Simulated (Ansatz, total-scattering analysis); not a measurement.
## amorphous 38In2O3-62Ga2O3 (mol %): neutron weights and totals by hand

A simulated model of amorphous 38In2O3-62Ga2O3 (mol %) at 300 K, fixed volume (mean pressure -0.4 GPa), from ab initio molecular dynamics with Ansatz (PBE, plane waves, PAW set soft_1, Langevin thermostat, no spin, fixed volume). The average runs over 1.70 ps of 65 atoms, so shells between rare elements are rough. Mean temperature 309 K, largest m.s.d. 0.05 Å², energy drift -4 meV an atom (last third less first, no steady trend), Langevin friction 2 ps⁻¹; the first quarter of the run is discarded. Preparation: atoms packed at random with minimum distances, then 1.8 ps at 2600 K, 1.7 ps at 1610 K and 1.8 ps at 860 K with a cheaper basis and a friction of 10 ps⁻¹ (mean temperature of the first stage 2529 K), too short to forget the start in full. So short a stretch relaxes bonds and nearest shells but still remembers its start. It is rigid on the time of the run. A cell quenched within picoseconds keeps more over- and under-coordinated atoms than a real glass or film, so this is a model of such a quench. Atom fractions Ga 0.2462, In 0.1538, O 0.6000; masses Ga 69.723, In 114.818, O 15.999 u; density 5.6759 g/cm³; coherent lengths Ga 7.288, In 4.065, O 5.8037 fm. Faber–Ziman partials at a few Q:

| Q (Å⁻¹) | S Ga–O | S O–O | S Ga–In | S In–O | S Ga–Ga | S In–In |
| --- | --- | --- | --- | --- | --- | --- |
| 1.30 | 1.374 | -0.534 | -1.150 | 0.839 | -0.999 | -1.636 |
| 2.50 | -1.662 | 3.669 | 2.690 | -1.655 | 3.596 | 1.751 |
| 4.30 | 1.823 | 1.107 | 1.602 | 0.980 | 1.551 | 1.673 |

The pair function g(GaO), r in Å, every 0.06 Å up to its first minimum: 1.71 0.01, 1.77 0.95, 1.83 6.22, 1.89 11.04, 1.95 8.00, 2.01 3.92, 2.07 1.63, 2.13 1.09, 2.19 0.64, 2.25 0.32, 2.31 0.24, 2.37 0.17, 2.43 0.19, 2.49 0.14, 2.55 0.12.

**Tasks.** (a) The number density. (b) The neutron weights. (c) The neutron S(Q) at the listed Q. (d) The number of O around Ga.

(a) The mean mass is 0.2462×69.723 + 0.1538×114.818 + 0.6000×15.999 = 44.424 u, so ρ₀ = 5.6759/(44.424 × 1.66054) = 0.07694 Å⁻³.

(b) ⟨b⟩ = 0.2462×7.288 + 0.1538×4.065 + 0.6000×5.8037 = 5.902 fm. The weight of a pair is ci cj bi bj (2 − δij)/⟨b⟩²: Ga–O 0.359, O–O 0.348, Ga–In 0.064, In–O 0.125, Ga–Ga 0.092, In–In 0.011; they sum to 1.000.

(c) S = 1 + Σ w (Sij − 1). At 1.30 Å⁻¹: 1 + 0.134 − 0.534 − 0.138 − 0.020 − 0.185 − 0.030 = 0.227; Ga–O pushes up most; O–O pulls down most. At 2.50 Å⁻¹: 1 − 0.955 + 0.929 + 0.109 − 0.332 + 0.240 + 0.008 = 0.999; O–O pushes up most; Ga–O pulls down most. At 4.30 Å⁻¹: 1 + 0.295 + 0.037 + 0.039 − 0.003 + 0.051 + 0.008 = 1.427; Ga–O pushes up most.

(d) n = 4πρ₀ c(O) Σ r² g Δr. The sum Σ r² g over the listed points is 131.2 Å², so n = 4π × 0.07694 × 0.6000 × 131.2 × 0.06 = 4.57; counting pairs in the frames up to 2.56 Å gives 4.57. By balance, each O has n c(Ga)/c(O) = 1.87 Ga.
